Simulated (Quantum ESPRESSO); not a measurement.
# How KBr absorbs and reflects light

Wanted: where KBr starts to absorb, how strongly, and its refractive index.

Calculated with Quantum ESPRESSO 7.5; DFT, PBE, plane waves with norm-conserving potentials (PseudoDojo), scalar-relativistic, independent-particle optical response without local fields and without the non-local commutator.

Most raw output is cut from this account.

### 1. Starting point

Symmetry: Fm-3m, No. 225, cubic system. The conventional cell has a = 6.600 Å, b = 6.600 Å, c = 6.600 Å, α = 90.00°, β = 90.00°, γ = 90.00°. Nearest to Br lie 6 K at 3.30 Å. Nearest to K lie 6 Br at 3.30 Å. Farther neighbours and most contacts between anions are not listed.

Structure file:

```cif
data_structure
_symmetry_space_group_name_H-M 'Fm-3m'
_symmetry_Int_Tables_number 225
_cell_length_a 6.6000
_cell_length_b 6.6000
_cell_length_c 6.6000
_cell_angle_alpha 90.000
_cell_angle_beta 90.000
_cell_angle_gamma 90.000
_cell_volume 287.50
loop_
_atom_site_label
_atom_site_type_symbol
_atom_site_symmetry_multiplicity
_atom_site_Wyckoff_symbol
_atom_site_fract_x
_atom_site_fract_y
_atom_site_fract_z
_atom_site_occupancy
Br1 Br 4 b 0.50000 0.00000 0.00000 1
K1 K 4 a 0.00000 0.00000 0.00000 1
```

### 2. Ground state

First the ground state: is it a metal or has it a gap?

This step: DFT, PBE, plane waves with norm-conserving potentials (PseudoDojo), scalar-relativistic, ground state (Quantum ESPRESSO 7.5).

The input, scf.in:

```
&control
  calculation = 'scf'
  prefix = 'x'
  outdir = './tmp'
  pseudo_dir = './'
  verbosity = 'high'
/
&system
  ibrav = 0
  nat = 2
  ntyp = 2
  ecutwfc = 70
  occupations = 'smearing'
  smearing = 'fd'
  degauss = 0.003675
  nbnd = 12
/
&electrons
  conv_thr = 1e-09
  electron_maxstep = 100
/
ATOMIC_SPECIES
  Br 1.0 Br.upf
  K 1.0 K.upf
CELL_PARAMETERS angstrom
  0.000000000000 3.300000000000 3.300000000000
  3.300000000000 0.000000000000 3.300000000000
  3.300000000000 3.300000000000 0.000000000000
ATOMIC_POSITIONS crystal
  Br 0.500000000000 0.500000000000 0.500000000000
  K 0.000000000000 0.000000000000 0.000000000000
K_POINTS automatic
  6 6 6 0 0 0
```

Launch:

```
> mpirun -n 4 pw.x -nk 4 -in scf.in
```

It took 4.5 s on 4 MPI ranks of Arm Neoverse V2, shared host; peak memory 0.08 GiB; 18 s of CPU time.

Read-outs, printed or worked out from the files:

* total energy: -91.84 Ry
* gap on the k-mesh: 4.436 eV
* direct gap on the mesh: 4.436 eV

There is a gap, 4.44 eV on this mesh (points off the mesh can give less), so no carriers' term is needed.

### 3. Ground state with the final occupations

With the gap or the metal settled, the ground state is repeated with the fitting occupations, and the later steps take its density.

Edit scf.in of step 2 so:

```diff
@@ -12,6 +12,3 @@
   ecutwfc = 70
-  occupations = 'smearing'
-  smearing = 'fd'
-  degauss = 0.003675
-  nbnd = 12
+  occupations = 'fixed'
 /
```

Launch:

```
> mpirun -n 4 pw.x -nk 4 -in scf.in
```

Elapsed: 3.4 s, on 4 MPI ranks; peak memory 0.08 GiB.

### 4. Bands on the whole mesh, 9×9×9

The response needs many more empty bands than the density does.

This step: DFT, PBE, plane waves with norm-conserving potentials (PseudoDojo), scalar-relativistic, bands at fixed density (Quantum ESPRESSO 7.5).

nscf.in, as its differences from scf.in of step 3:

```diff
@@ -1,3 +1,3 @@
 &control
-  calculation = 'scf'
+  calculation = 'nscf'
   prefix = 'x'
@@ -5,3 +5,2 @@
   pseudo_dir = './'
-  verbosity = 'high'
 /
@@ -13,2 +12,5 @@
   occupations = 'fixed'
+  nbnd = 36
+  nosym = .true.
+  noinv = .true.
 /
@@ -17,2 +19,3 @@
   electron_maxstep = 100
+  diago_full_acc = .true.
 /
@@ -29,2 +32,2 @@
 K_POINTS automatic
-  6 6 6 0 0 0
+  9 9 9 0 0 0
```

Launch:

```
> mpirun -n 4 pw.x -nk 4 -in nscf.in
```

Wall time 6.9 min (4 MPI ranks); peak memory 0.07 GiB; 28 min of CPU time.

### 5. Dielectric function

The spectrum is a sum over vertical transitions between filled and empty bands at the fixed density, so many empty bands are needed.

This step: DFT, PBE, plane waves with norm-conserving potentials (PseudoDojo), scalar-relativistic, independent-particle optical response without local fields and without the non-local commutator (Quantum ESPRESSO 7.5).

The input, epsilon.in:

```
&inputpp
  prefix = 'x'
  outdir = './tmp'
  calculation = 'eps'
/
&energy_grid
  smeartype = 'gauss'
  intersmear = 0.2
  wmin = 0.0
  wmax = 22
  nw = 500
/
```

Launch:

```
> mpirun -n 4 epsilon.x -nk 4 -in epsilon.in
```

Run time: 1.8 s. Hardware: 4 MPI ranks; peak memory 0.05 GiB; 6.8 s of CPU time.

Read-outs, printed or worked out from the files:

| Quantity | Value |
| --- | --- |
| electronic dielectric constant ε∞, mean over x, y and z (by symmetry where fewer were run) | 2.894 |
| main peak of Im epsilon, first axis | 6.876 eV |
| centre of weight of the strongest loss peak in the window | 11.52 eV |

Values under the direct gap are tails of Lorentzian lines. The Im ε, any direction by photon energy; read off at these points:

photon energy (eV), Im ε, any direction and a bar:
```
     0.00       0.00 
     0.50       0.00 
     1.00       0.01 
     1.50       0.01 
     2.00       0.01 
     2.50       0.02 
     3.00       0.02 
     3.50       0.03 
     4.00       0.06 
     4.50       0.20 #
     5.00       0.49 ###
     5.50       1.27 ########
     6.00       0.98 ######
     6.44       2.89 ##################
     6.50       2.63 ################
     6.88       4.86 ##############################
     7.00       4.01 #########################
     7.50       3.58 ######################
     8.00       2.49 ###############
     8.50       2.03 #############
     9.00       3.86 ########################
     9.39       4.48 ############################
     9.50       3.80 #######################
     9.88       3.74 #######################
    10.00       3.16 ###################
    10.50       1.93 ############
    11.00       1.02 ######
    11.50       0.77 #####
    12.00       0.98 ######
    12.50       1.08 #######
    13.00       0.63 ####
    13.50       0.37 ##
    14.00       0.53 ###
    14.50       1.69 ##########
    15.00       1.75 ###########
    15.50       0.90 ######
    16.00       0.62 ####
    16.50       0.36 ##
    17.00       0.42 ###
    17.50       0.75 #####
    18.00       1.05 ######
    18.50       1.24 ########
    19.00       1.15 #######
    19.50       1.01 ######
    20.00       1.87 ############
    20.50       2.58 ################
    20.85       3.27 ####################
    21.00       2.58 ################
    21.50       1.85 ###########
    22.00       2.13 #############
```

The Re ε, any direction by photon energy:

```
photon energy (eV)  Re ε, any direction
                 0                 2.89
                 1                 2.92
                 2                 3.00
                 3                 3.17
                 4                 3.53
                 5                 3.83
                 6                 5.09
                 7                 3.15
                 8                 1.93
                 9                 2.85
                10               -0.511
                11               -0.397
                12                0.723
                13                0.768
                14                 2.05
                15                0.627
                16                0.797
                17                 1.50
                18                 1.48
                19                 1.43
                20                 2.02
                21                0.189
                22                0.622
```

The refractive index n and extinction k by photon energy:

```
photon energy (eV)      n        k
               0.0   1.70        0
               0.5   1.70   7.4e-4
               1.0   1.71  0.00153
               1.5   1.72  0.00240
               2.0   1.73  0.00343
               2.5   1.75  0.00473
               3.0   1.78  0.00652
               3.5   1.82  0.00932
               4.0   1.88   0.0153
               4.5   1.97   0.0504
               5.0   1.96    0.126
               5.5   2.11    0.303
               6.0   2.27    0.216
               6.5   2.14    0.614
               7.0   2.03    0.988
               7.5   1.71     1.05
               8.0   1.59    0.782
               8.5   1.67    0.607
               9.0   1.96    0.988
               9.5   1.46     1.30
              10.0   1.16     1.36
              10.5  0.834     1.16
              11.0  0.590    0.862
              11.5  0.818    0.469
              12.0  0.986    0.498
              12.5  0.953    0.567
              13.0  0.938    0.335
              13.5   1.03    0.179
              14.0   1.44    0.182
              14.5   1.33    0.637
              15.0   1.11    0.784
              15.5  0.898    0.504
              16.0  0.950    0.325
              16.5   1.02    0.176
              17.0   1.23    0.169
              17.5   1.32    0.285
              18.0   1.28    0.409
              18.5   1.24    0.502
              19.0   1.28    0.452
              19.5   1.37    0.368
              20.0   1.54    0.605
              20.5   1.52    0.848
              21.0   1.18     1.10
              21.5   1.04    0.889
              22.0   1.19    0.893
```

The loss function −Im 1/ε at q → 0, any direction has structure finer than the step of the table below, so its rows give means over 0.5 eV, whole bins alone (the curve runs from 0 to 22 eV). Peaks (eV: height): 11.15: 1.30, 12.65: 0.870, 15.52: 0.812, 18.52: 0.398, 21.74: 0.634.

Values under the direct gap are tails of Lorentzian lines. The loss function −Im 1/ε at q → 0, any direction by energy loss; means over each step:

```
energy loss (eV)  loss function −Im 1/ε at q → 0, any direction
             0.5                                         3.0e-4
             1.0                                         6.1e-4
             1.5                                         9.5e-4
             2.0                                        0.00132
             2.5                                        0.00176
             3.0                                        0.00232
             3.5                                        0.00312
             4.0                                        0.00483
             4.5                                         0.0146
             5.0                                         0.0358
             5.5                                         0.0529
             6.0                                         0.0488
             6.5                                         0.0858
             7.0                                          0.143
             7.5                                          0.228
             8.0                                          0.258
             8.5                                          0.199
             9.0                                          0.172
             9.5                                          0.252
            10.0                                          0.325
            10.5                                          0.485
            11.0                                          0.908
            11.5                                          0.899
            12.0                                          0.641
            12.5                                          0.723
            13.0                                          0.633
            13.5                                          0.293
            14.0                                          0.139
            14.5                                          0.340
            15.0                                          0.554
            15.5                                          0.781
            16.0                                          0.678
            16.5                                          0.333
            17.0                                          0.175
            17.5                                          0.213
            18.0                                          0.298
            18.5                                          0.351
            19.0                                          0.349
            19.5                                          0.238
            20.0                                          0.228
            20.5                                          0.260
            21.0                                          0.365
            21.5                                          0.548
```

The reflectivity at normal incidence, any direction has structure finer than the step of the table below, so its rows give means over 1 eV, whole bins alone (the curve runs from 0 to 22 eV). Peaks (eV: height): 6.9: 23.4, 9.4: 25.9, 10.0: 28.9, 10.4: 29.4, 11.0: 28.7, 15.0: 12.9, 20.9: 22.3.

Reflectivity at normal incidence, any direction against photon energy; means over each step:

```
photon energy (eV)  reflectivity at normal incidence, any direction (%)
                 1                                                 6.86
                 2                                                 7.21
                 3                                                 7.92
                 4                                                 9.42
                 5                                                 11.8
                 6                                                 14.9
                 7                                                 19.6
                 8                                                 13.4
                 9                                                 18.8
                10                                                 25.2
                11                                                 19.4
                12                                                 5.64
                13                                                 3.46
                14                                                 4.48
                15                                                 9.83
                16                                                 3.38
                17                                                 1.79
                18                                                 4.99
                19                                                 4.52
                20                                                 8.81
                21                                                 18.4
```

At chosen wavelengths:

```
wavelength (nm)     n      k  R (%)      1/α
           1064  1.71  0.002    6.9    47 µm
            800  1.72  0.002    7.0    26 µm
            633  1.73  0.003    7.2    15 µm
            532  1.75  0.004    7.4  10.0 µm
            450  1.77  0.006    7.7   6.4 µm
            248  1.96  0.126   10.7   156 nm
            193  2.25  0.635   17.9    24 nm
```

Below the direct gap, k and the depth come from the tails of the Lorentzian lines, not from transitions.

Rows near the edge hang on the gap, which this functional as a rule makes too small, and phonon-assisted absorption is left out.

### 6. Results

| Item | Value |
| --- | --- |
| electronic dielectric constant ε∞, mean over x, y and z (by symmetry where fewer were run) (independent particles) | 2.89 |
| main peak of Im epsilon, first axis | 6.88 eV |
| centre of weight of the strongest loss peak in the window, first axis | 11.5 eV |

**Reading.** At this level (PBE, independent particles) KBr has ε∞ = 2.89 and n = 1.71 at 1550 nm, and Im ε peaks at 6.9 eV. Distinct maxima of Im ε, read by a parabola through the highest points, lie at 6.88 eV (4.9), 9.38 eV (4.5), 9.88 eV (3.7) and 20.85 eV (3.3). Excitons and phonon-assisted transitions are missing, and so are local fields; PBE gaps are as a rule too small, which pulls the onset down and ε∞ up. epsilon.x leaves out the commutator of the non-local potential, so its intensities are off, as a rule too high. The sum runs over mesh points, so small or evenly spaced maxima can still be ripples of the mesh.

[Machine, clock, banner and «Message from routine» lines are left out of the logs.]

[Logs are printed without paths, hosts, clocks, repeated set-up lines and the standing remarks that a program may print on its own settings, such as how far it seeks lower states.]

[Hosts, paths, dates, database ids (printed as entryN), source tags and the programs' standing remarks are cut or masked in the printed files.]
